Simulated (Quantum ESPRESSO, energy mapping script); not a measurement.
**NiO: energy mapping under PBE+U (3 eV), QE, GBRV**

Aim: the exchange couplings of NiO from the energies of a few collinear orders, and the ordering temperature that they give.

Method: PBE with U = 3 eV on Ni d, ortho-atomic projectors; plane waves, U on orthogonalised atomic orbitals unless named otherwise, collinear spin, no spin–orbit coupling, in Quantum ESPRESSO 7.5.

**Measured values to reproduce.**

For NiO, rock salt (literature value), “On the Elastic Anisotropy of the Entropy-Stabilized Oxide (Mg, Co, Ni, Cu, Zn)O” (2020, arxiv:2004.06613) quotes earlier work: ordering temperature (Neel temperature) 525 K [literature value quoted in the paper's theory part].

Report form: the programs' logs are mostly left out.

## Step 1: The structure

It takes space group Fm-3m (No. 225, cubic). The conventional cell has a = 4.172 Å, b = 4.172 Å, c = 4.172 Å, α = 90.00°, β = 90.00°, γ = 90.00°. Nearest to Ni lie 6 O at 2.09 Å. Nearest to O lie 6 Ni at 2.09 Å. Farther neighbours and most contacts between anions are not listed.

Structure file:

```cif
data_structure
_symmetry_space_group_name_H-M 'P 1'
_symmetry_Int_Tables_number 1
_cell_length_a 2.9499
_cell_length_b 2.9499
_cell_length_c 2.9499
_cell_angle_alpha 60.000
_cell_angle_beta 60.000
_cell_angle_gamma 60.000
_cell_volume 18.15
loop_
_atom_site_label
_atom_site_type_symbol
_atom_site_fract_x
_atom_site_fract_y
_atom_site_fract_z
_atom_site_occupancy
Ni1 Ni 0.00000 0.00000 0.00000 1
O2 O 0.50000 0.50000 0.50000 1
```

A Hubbard U penalises fractional filling of the shell. It raises the cost of virtual hops to the neighbours, so couplings that rest on such hops usually weaken. These runs use Quantum ESPRESSO.

## Step 2: Parallel start in cell A (4 atoms)

Each cell gets its own parallel run on the same mesh, so that most of the mesh error cancels in the differences.

The potential files are GBRV's for PBE; pw.x takes the functional from them.

pw.in

```
&control
  calculation = 'scf'
  prefix = 'pw'
  outdir = './tmp/'
  pseudo_dir = './pseudo/'
  verbosity = 'low'
/
&system
  ibrav = 0
  nat = 4
  ntyp = 2
  ecutwfc = 45
  ecutrho = 360
  nbnd = 38
  occupations = 'smearing'
  smearing = 'fd'
  degauss = 0.00367493
  nspin = 2
  starting_magnetization(1) = 0.1111
/
&electrons
  conv_thr = 1.0e-08
  electron_maxstep = 120
  mixing_beta = 0.3
  mixing_mode = 'plain'
/
ATOMIC_SPECIES
  Ni 58.6934 Ni.upf
  O 15.9990 O.upf
CELL_PARAMETERS angstrom
  0.00000000 -2.08590164 -2.08590164
  0.00000000 2.08590164 -2.08590164
  4.17180328 0.00000000 0.00000000
ATOMIC_POSITIONS crystal
  Ni 0.50000000 0.50000000 0.50000000
  Ni 0.00000000 0.00000000 0.00000000
  O 0.50000000 0.50000000 0.00000000
  O 0.00000000 0.00000000 0.50000000
K_POINTS automatic
  7 7 5 0 0 0
HUBBARD {ortho-atomic}
U Ni-3d 3
```

Launch:

```bash
> OMP_NUM_THREADS=1 mpirun -n 4 pw.x -nk 4 -in pw.in > pw.out
```

It took 19 s on 4 MPI ranks of Arm Neoverse V1, shared host; peak memory 0.39 GiB.

Spin moment in the sphere by atom:

```csv
atom,spin moment in the sphere (μB)
Ni1,1.66
Ni2,1.66
O3,0.28
O4,0.28
```

The run ends ferromagnetic.

## Step 3: Run 2 (compensated +−; cell A, 4 atoms)

This order reverses 8 of the 12 neighbours at 2.95 Å, 0 of the 6 neighbours at 4.17 Å and 16 of the 24 neighbours at 5.11 Å, counted for an average magnetic atom.

pw.in: that of step 2 with these lines changed.

```diff
@@ -10,6 +10,6 @@
   nat = 4
-  ntyp = 2
+  ntyp = 3
   ecutwfc = 45
   ecutrho = 360
-  nbnd = 38
+  nbnd = 36
   occupations = 'smearing'
@@ -19,2 +19,3 @@
   starting_magnetization(1) = 0.1111
+  starting_magnetization(2) = -0.1111
 /
@@ -27,3 +28,4 @@
 ATOMIC_SPECIES
-  Ni 58.6934 Ni.upf
+  Ni1 58.6934 Ni.upf
+  Ni2 58.6934 Ni.upf
   O 15.9990 O.upf
@@ -34,4 +36,4 @@
 ATOMIC_POSITIONS crystal
-  Ni 0.50000000 0.50000000 0.50000000
-  Ni 0.00000000 0.00000000 0.00000000
+  Ni1 0.50000000 0.50000000 0.50000000
+  Ni2 0.00000000 0.00000000 0.00000000
   O 0.50000000 0.50000000 0.00000000
@@ -41,2 +43,3 @@
 HUBBARD {ortho-atomic}
-U Ni-3d 3
+U Ni1-3d 3
+U Ni2-3d 3
```

It took 18 s on 4 MPI ranks; peak memory 0.4 GiB; 70 s of CPU time.

Spin moment in the sphere by atom:

```csv
atom,spin moment in the sphere (μB)
Ni1,1.67
Ni2,-1.67
O3,-0.10
O4,0.10
```

The run ends antiferromagnetic, 20.82 meV a magnetic atom above the parallel order of its cell.

## Step 4: Run 3 (parallel; cell B, 4 atoms)

A new cell needs its own zero of energy.

This run holds the same structure in another cell (c 4.172 → 5.109 Å, α 90.0 → 73.2°, β 90.0 → 73.2°, γ 90.0 → 60.0°).

pw.in

```
&control
  calculation = 'scf'
  prefix = 'pw'
  outdir = './tmp/'
  pseudo_dir = './pseudo/'
  verbosity = 'low'
/
&system
  ibrav = 0
  nat = 4
  ntyp = 2
  ecutwfc = 45
  ecutrho = 360
  nbnd = 38
  occupations = 'smearing'
  smearing = 'fd'
  degauss = 0.00367493
  nspin = 2
  starting_magnetization(1) = 0.1111
/
&electrons
  conv_thr = 1.0e-08
  electron_maxstep = 120
  mixing_beta = 0.3
  mixing_mode = 'plain'
/
ATOMIC_SPECIES
  Ni 58.6934 Ni.upf
  O 15.9990 O.upf
CELL_PARAMETERS angstrom
  0.00000000 -2.08590164 -2.08590164
  -2.08590164 0.00000000 -2.08590164
  2.08590164 2.08590164 -4.17180328
ATOMIC_POSITIONS crystal
  Ni 0.50000000 0.50000000 0.50000000
  Ni 0.00000000 0.00000000 0.00000000
  O 0.75000000 0.75000000 0.75000000
  O 0.25000000 0.25000000 0.25000000
K_POINTS automatic
  8 8 8 0 0 0
HUBBARD {ortho-atomic}
U Ni-3d 3
```

Wall time 41 s (4 MPI ranks); peak memory 0.46 GiB.

The run ends ferromagnetic. For each magnetic atom its energy differs from the parallel run of the first cell by -0.50 meV, an error that one common reference would have brought in.

## Step 5: Compensated +− start in cell B (4 atoms)

This order reverses 6 of the 12 neighbours at 2.95 Å, 6 of the 6 neighbours at 4.17 Å and 12 of the 24 neighbours at 5.11 Å, counted for an average magnetic atom.

pw.in: that of step 4 with these lines changed.

```diff
@@ -10,6 +10,6 @@
   nat = 4
-  ntyp = 2
+  ntyp = 3
   ecutwfc = 45
   ecutrho = 360
-  nbnd = 38
+  nbnd = 36
   occupations = 'smearing'
@@ -19,2 +19,3 @@
   starting_magnetization(1) = 0.1111
+  starting_magnetization(2) = -0.1111
 /
@@ -27,3 +28,4 @@
 ATOMIC_SPECIES
-  Ni 58.6934 Ni.upf
+  Ni1 58.6934 Ni.upf
+  Ni2 58.6934 Ni.upf
   O 15.9990 O.upf
@@ -34,4 +36,4 @@
 ATOMIC_POSITIONS crystal
-  Ni 0.50000000 0.50000000 0.50000000
-  Ni 0.00000000 0.00000000 0.00000000
+  Ni1 0.50000000 0.50000000 0.50000000
+  Ni2 0.00000000 0.00000000 0.00000000
   O 0.75000000 0.75000000 0.75000000
@@ -41,2 +43,3 @@
 HUBBARD {ortho-atomic}
-U Ni-3d 3
+U Ni1-3d 3
+U Ni2-3d 3
```

The job ended after 46 s (4 MPI ranks; peak memory 0.46 GiB).

The run ends antiferromagnetic, 177.89 meV a magnetic atom below the parallel order of its cell.

## Step 6: Order 5: parallel, cell C of 6 atoms

pw.in

```
&control
  calculation = 'scf'
  prefix = 'pw'
  outdir = './tmp/'
  pseudo_dir = './pseudo/'
  verbosity = 'low'
/
&system
  ibrav = 0
  nat = 6
  ntyp = 2
  ecutwfc = 45
  ecutrho = 360
  nbnd = 55
  occupations = 'smearing'
  smearing = 'fd'
  degauss = 0.00367493
  nspin = 2
  starting_magnetization(1) = 0.1111
/
&electrons
  conv_thr = 1.5e-08
  electron_maxstep = 120
  mixing_beta = 0.3
  mixing_mode = 'plain'
/
ATOMIC_SPECIES
  Ni 58.6934 Ni.upf
  O 15.9990 O.upf
CELL_PARAMETERS angstrom
  0.00000000 2.08590164 2.08590164
  -2.08590164 0.00000000 -2.08590164
  -4.17180328 -4.17180328 4.17180328
ATOMIC_POSITIONS crystal
  Ni 0.00000000 0.00000000 0.00000000
  Ni 0.33333333 0.66666667 0.66666667
  Ni 0.66666667 0.33333333 0.33333333
  O 0.66666667 0.33333333 0.83333333
  O 0.00000000 0.00000000 0.50000000
  O 0.33333333 0.66666667 0.16666667
K_POINTS automatic
  8 8 3 0 0 0
HUBBARD {ortho-atomic}
U Ni-3d 3
```

Elapsed: 39 s, on 4 MPI ranks; peak memory 0.52 GiB; 2.6 min of CPU time.

The run ends ferromagnetic. For each magnetic atom its energy differs from the parallel run of the first cell by -0.50 meV, an error that one common reference would have brought in.

## Step 7: Run 6 (uncompensated ++−; cell C, 6 atoms)

This order reverses 4 of the 12 neighbours at 2.95 Å, 4 of the 6 neighbours at 4.17 Å and 12 of the 24 neighbours at 5.11 Å, counted for an average magnetic atom.

pw.in: that of step 6 with these lines changed.

```diff
@@ -10,6 +10,6 @@
   nat = 6
-  ntyp = 2
+  ntyp = 3
   ecutwfc = 45
   ecutrho = 360
-  nbnd = 55
+  nbnd = 53
   occupations = 'smearing'
@@ -19,2 +19,3 @@
   starting_magnetization(1) = 0.1111
+  starting_magnetization(2) = -0.1111
 /
@@ -27,3 +28,4 @@
 ATOMIC_SPECIES
-  Ni 58.6934 Ni.upf
+  Ni1 58.6934 Ni.upf
+  Ni2 58.6934 Ni.upf
   O 15.9990 O.upf
@@ -34,5 +36,5 @@
 ATOMIC_POSITIONS crystal
-  Ni 0.00000000 0.00000000 0.00000000
-  Ni 0.33333333 0.66666667 0.66666667
-  Ni 0.66666667 0.33333333 0.33333333
+  Ni1 0.00000000 0.00000000 0.00000000
+  Ni1 0.33333333 0.66666667 0.66666667
+  Ni2 0.66666667 0.33333333 0.33333333
   O 0.66666667 0.33333333 0.83333333
@@ -43,2 +45,3 @@
 HUBBARD {ortho-atomic}
-U Ni-3d 3
+U Ni1-3d 3
+U Ni2-3d 3
```

The job ended after 47 s (4 MPI ranks; peak memory 0.53 GiB).

The run ends ferrimagnetic, 125.69 meV a magnetic atom below the parallel order of its cell.

## Step 8: Run 7 (parallel; cell D, 6 atoms)

This run holds the same structure in another cell (c 7.226 → 6.596 Å, α 90.0 → 102.9°, β 90.0 → 102.9°, γ 120.0 → 90.0°).

pw.in

```
&control
  calculation = 'scf'
  prefix = 'pw'
  outdir = './tmp/'
  pseudo_dir = './pseudo/'
  verbosity = 'low'
/
&system
  ibrav = 0
  nat = 6
  ntyp = 2
  ecutwfc = 45
  ecutrho = 360
  nbnd = 55
  occupations = 'smearing'
  smearing = 'fd'
  degauss = 0.00367493
  nspin = 2
  starting_magnetization(1) = 0.1111
/
&electrons
  conv_thr = 1.5e-08
  electron_maxstep = 120
  mixing_beta = 0.3
  mixing_mode = 'plain'
/
ATOMIC_SPECIES
  Ni 58.6934 Ni.upf
  O 15.9990 O.upf
CELL_PARAMETERS angstrom
  0.00000000 2.08590164 2.08590164
  0.00000000 2.08590164 -2.08590164
  -6.25770492 -2.08590164 0.00000000
ATOMIC_POSITIONS crystal
  Ni 0.00000000 0.00000000 0.00000000
  Ni 0.33333333 0.33333333 0.66666667
  Ni 0.66666667 0.66666667 0.33333333
  O 0.83333333 0.83333333 0.66666667
  O 0.16666667 0.16666667 0.33333333
  O 0.50000000 0.50000000 0.00000000
K_POINTS automatic
  7 7 7 0 0 0
HUBBARD {ortho-atomic}
U Ni-3d 3
```

It took 58 s on 4 MPI ranks; peak memory 0.59 GiB.

The run ends ferromagnetic. For each magnetic atom its energy differs from the parallel run of the first cell by -0.37 meV, an error that one common reference would have brought in.

## Step 9: Order 8: uncompensated ++−, cell D of 6 atoms

This order reverses 5.33 of the 12 neighbours at 2.95 Å, 1.33 of the 6 neighbours at 4.17 Å and 16 of the 24 neighbours at 5.11 Å, counted for an average magnetic atom.

pw.in: that of step 8 with these lines changed.

```diff
@@ -10,6 +10,6 @@
   nat = 6
-  ntyp = 2
+  ntyp = 3
   ecutwfc = 45
   ecutrho = 360
-  nbnd = 55
+  nbnd = 53
   occupations = 'smearing'
@@ -19,2 +19,3 @@
   starting_magnetization(1) = 0.1111
+  starting_magnetization(2) = -0.1111
 /
@@ -27,3 +28,4 @@
 ATOMIC_SPECIES
-  Ni 58.6934 Ni.upf
+  Ni1 58.6934 Ni.upf
+  Ni2 58.6934 Ni.upf
   O 15.9990 O.upf
@@ -34,5 +36,5 @@
 ATOMIC_POSITIONS crystal
-  Ni 0.00000000 0.00000000 0.00000000
-  Ni 0.33333333 0.33333333 0.66666667
-  Ni 0.66666667 0.66666667 0.33333333
+  Ni1 0.00000000 0.00000000 0.00000000
+  Ni1 0.33333333 0.33333333 0.66666667
+  Ni2 0.66666667 0.66666667 0.33333333
   O 0.83333333 0.83333333 0.66666667
@@ -43,2 +45,3 @@
 HUBBARD {ortho-atomic}
-U Ni-3d 3
+U Ni1-3d 3
+U Ni2-3d 3
```

The job ended after 59 s (4 MPI ranks; peak memory 0.58 GiB).

The run ends ferrimagnetic, 35.88 meV a magnetic atom below the parallel order of its cell.

## Step 10: Run 9 (parallel; cell E, 6 atoms)

The parallel order again, as the reference for this cell.

This run holds the same structure in another cell (b 2.950 → 4.172 Å, c 6.596 → 5.109 Å, α 102.9 → 114.1°, β 102.9 → 106.8°).

pw.in

```
&control
  calculation = 'scf'
  prefix = 'pw'
  outdir = './tmp/'
  pseudo_dir = './pseudo/'
  verbosity = 'low'
/
&system
  ibrav = 0
  nat = 6
  ntyp = 2
  ecutwfc = 45
  ecutrho = 360
  nbnd = 55
  occupations = 'smearing'
  smearing = 'fd'
  degauss = 0.00367493
  nspin = 2
  starting_magnetization(1) = 0.1111
/
&electrons
  conv_thr = 1.5e-08
  electron_maxstep = 120
  mixing_beta = 0.3
  mixing_mode = 'plain'
/
ATOMIC_SPECIES
  Ni 58.6934 Ni.upf
  O 15.9990 O.upf
CELL_PARAMETERS angstrom
  0.00000000 -2.08590164 -2.08590164
  -4.17180328 0.00000000 0.00000000
  2.08590164 4.17180328 -2.08590164
ATOMIC_POSITIONS crystal
  Ni 0.66666667 0.66666667 0.33333333
  Ni 0.33333333 0.33333333 0.66666667
  Ni 0.00000000 0.00000000 0.00000000
  O 0.66666667 0.16666667 0.33333333
  O 0.33333333 0.83333333 0.66666667
  O 0.00000000 0.50000000 0.00000000
K_POINTS automatic
  8 8 8 0 0 0
HUBBARD {ortho-atomic}
U Ni-3d 3
```

Run time: 2.4 min. Hardware: 4 MPI ranks; peak memory 0.79 GiB; 9.5 min of CPU time.

The run ends ferromagnetic. For each magnetic atom its energy differs from the parallel run of the first cell by -0.49 meV, an error that one common reference would have brought in.

## Step 11: Run 10 (uncompensated ++−; cell E, 6 atoms)

This order reverses 6.67 of the 12 neighbours at 2.95 Å, 2.67 of the 6 neighbours at 4.17 Å and 8 of the 24 neighbours at 5.11 Å, counted for an average magnetic atom.

pw.in: that of step 10 with these lines changed.

```diff
@@ -10,6 +10,6 @@
   nat = 6
-  ntyp = 2
+  ntyp = 3
   ecutwfc = 45
   ecutrho = 360
-  nbnd = 55
+  nbnd = 53
   occupations = 'smearing'
@@ -19,2 +19,3 @@
   starting_magnetization(1) = 0.1111
+  starting_magnetization(2) = -0.1111
 /
@@ -27,3 +28,4 @@
 ATOMIC_SPECIES
-  Ni 58.6934 Ni.upf
+  Ni1 58.6934 Ni.upf
+  Ni2 58.6934 Ni.upf
   O 15.9990 O.upf
@@ -34,5 +36,5 @@
 ATOMIC_POSITIONS crystal
-  Ni 0.66666667 0.66666667 0.33333333
-  Ni 0.33333333 0.33333333 0.66666667
-  Ni 0.00000000 0.00000000 0.00000000
+  Ni1 0.66666667 0.66666667 0.33333333
+  Ni1 0.33333333 0.33333333 0.66666667
+  Ni2 0.00000000 0.00000000 0.00000000
   O 0.66666667 0.16666667 0.33333333
@@ -43,2 +45,3 @@
 HUBBARD {ortho-atomic}
-U Ni-3d 3
+U Ni1-3d 3
+U Ni2-3d 3
```

It took 2.7 min on 4 MPI ranks; peak memory 0.79 GiB; 11 min of CPU time.

The run ends ferrimagnetic, 79.48 meV a magnetic atom below the parallel order of its cell.

## Step 12: The fit

Each energy difference is a sum of couplings weighted by the pairs that the order reverses. A few near shells are fitted to the differences by least squares. Energies are those extrapolated to zero occupation width, not the free energies F.

The orders that converged (zero: parallel moments in the same cell):

```csv
order,atoms,energy (meV a magnetic atom),moments (μB),moments kept as typed,"opposed neighbours at 2.95, 4.17, 5.11 Å"
parallel in cell A,4,0.00,1.66,yes,"0, 0, 0"
compensated +− in cell A,4,20.82,1.67,yes,"8, 0, 16"
parallel in cell B,4,0.00,1.66,yes,"0, 0, 0"
compensated +− in cell B,4,-177.89,1.56,yes,"6, 6, 12"
parallel in cell C,6,0.00,1.66,yes,"0, 0, 0"
uncompensated ++− in cell C,6,-125.69,1.55 to 1.61,yes,"4, 4, 12"
parallel in cell D,6,0.00,1.66,yes,"0, 0, 0"
uncompensated ++− in cell D,6,-35.88,1.63 to 1.65,yes,"5.33, 1.33, 16"
parallel in cell E,6,0.00,1.66,yes,"0, 0, 0"
uncompensated ++− in cell E,6,-79.48,1.59 to 1.63,yes,"6.67, 2.67, 8"
```

The Heisenberg fit (each pair counts twice, positive J is ferromagnetic):

```csv
pair,distance (Å),neighbours,J (meV)
Ni–Ni,2.95,12,1.22
Ni–Ni,4.17,6,-16.2
Ni–Ni,5.11,24,0.0529
Ni–Ni,5.90,12,-0.767
```

These orders cannot tell some unfitted shells from fitted ones: the value at 2.95 Å holds J(2.95) + 4 J(7.80) + J(8.85), the value at 5.11 Å holds J(5.11) + J(8.85) and the value at 5.90 Å holds J(5.90) − J(8.85); other unfitted shells add to the values wholly or in part.

Adding the shell at 6.60 Å gives 1.3, -16, 0.071, -0.79 and -0.084 meV and a mean-field temperature of 675 K, an exact solve that tests nothing.

In mean field these couplings order at 680 K, at q = (0.50, 0.50, 0.50) in fractions of the conventional cell's reciprocal vectors, and give a Curie–Weiss temperature of -700 K.

## Step 13: Finite temperature

Mean field ignores fluctuations and overstates the ordering temperature, so the model is also sampled. The heat capacity peaks where order sets in.

Classical unit spins with these couplings on 8×8×4 copies of a cell that holds the lowest order (512 spins), heat-bath sweeps, cooled from random directions, 831 sweeps to settle and 2493 measured at each temperature, averaged over 4 runs.

```csv
T (K),order along the lowest pattern,net moment,heat capacity (k_B a spin)
81.7,0.39,0.01,0.99
140,0.43,0.01,1.03
227,0.36,0.01,1.16
285,0.36,0.02,1.30
343,0.36,0.02,1.35
430,0.27,0.02,1.84
459,0.24,0.02,1.90
488,0.21,0.02,1.77
546,0.15,0.02,1.08
604,0.11,0.03,0.60
690,0.09,0.03,0.39
748,0.08,0.03,0.28
```

The smoothed heat capacity peaks at 449 K. The order column follows one pattern alone; equivalent domains or another pattern share the rest.

## Step 14: Against another level

The first set of orders, under PBE+U (6 eV), QE, GBRV, took 41 min of CPU time summed over its finished orders (seed run apart), these 42 min.

```csv
quantity,this set,first set
"J at 2.95 Å, meV",1.22,0.625
"J at 4.17 Å, meV",-16.2,-9.40
"J at 5.11 Å, meV",0.0529,0.0256
"J at 5.90 Å, meV",-0.767,-0.344
"ordering temperature, mean field, K",680,404
"heat-capacity peak, Monte Carlo, K",449,267
```

The coupling that led in the first set goes from -9.40 to -16.2 meV.

## Step 15: What came out

| Item | Value |
| --- | --- |
| lowest order tried | compensated +− in cell B |
| largest fitted value (a combination of shells), Ni–Ni at 4.17 Å | -16.2 meV |
| ordering temperature, mean field | 680 K |
| heat-capacity peak, Monte Carlo | 449 K |

**Reading.** Of the orders tried, NiO prefers the order “compensated +− in cell B” under PBE+U (3 eV), QE, GBRV, with 6 of 12 neighbours at 2.95 Å, 6 of 6 neighbours at 4.17 Å and 12 of 24 neighbours at 5.11 Å opposed, and the heat capacity of the fitted model peaks near 449 K (Monte Carlo, classical spins). The coupling at 4.17 Å is 1.7 times that of the first set, at 1.0 times the CPU time. The largest fitted coupling is the Ni–Ni pair at 4.17 Å, antiferromagnetic at -16 meV, across a ligand at about 180°. The straight metal–ligand–metal path outweighs the right-angled one, the pattern expected of superexchange through one ligand p orbital, which these runs do not test. The orders also reverse pairs at 6.60 Å, which are not fitted, so the fitted values hold their part too. With 5 differences for 4 couplings the fit misses by 1.0 meV at most, a small part of the spread. In the fitted orders moments change by up to 6.6 % against the parallel run of the same cell, so the mapping is rough. Monte Carlo puts the peak at 0.66 of the mean-field temperature, since mean field leaves out fluctuations. In tests on simple cubic and body-centred models such peaks lay 5 to 6 % under the bulk value. On cooling, the order along the one computed pattern stays at or under 0.45: the model settles in an equivalent domain, a degenerate mixture or another order. The parallel order holds 2 μB a magnetic atom, spin 1; the common factor (S+1)/S would raise the classical 449 K to 898 K, a correction that often overshoots. The classical value and the one scaled by (S+1)/S differ by a factor of 2, so closeness of either to the measured temperature is partly a matter of convention.

Comparison with the measured values:

| quantity | measured | PBE+U (3 eV), QE, GBRV, Monte Carlo | PBE+U (3 eV), QE, GBRV, Monte Carlo × (S+1)/S |
| --- | --- | --- | --- |
| ordering temperature (spin model) (K) | 525 | 449 (-14.5 %) | 898 (+71.0 %) |

Measured values from arxiv:2004.06613 (2020).

How well it matches: For the ordering temperature, of the levels listed nearest comes PBE+U (3 eV), QE, GBRV, Monte Carlo (-14.5 %, fair agreement) and farthest PBE+U (3 eV), QE, GBRV, Monte Carlo × (S+1)/S (+71.0 %, a clear miss). A U picked for its result is no test. No cell relaxation is part of this session.

[Logs and program files are shortened in this print: banners, set-up blocks, solver, clock and traceback lines can be left out without a mark of their own.]

[Logs are printed without paths, hosts, clocks, repeated set-up lines and the standing remarks that a program may print on its own settings, such as how far it seeks lower states.]

[Hosts, paths, dates, database ids (printed as entryN), source tags and the programs' standing remarks are cut or masked in the printed files.]

[Where a cell is said to come from a database of computed structures, the database is the Materials Project.]
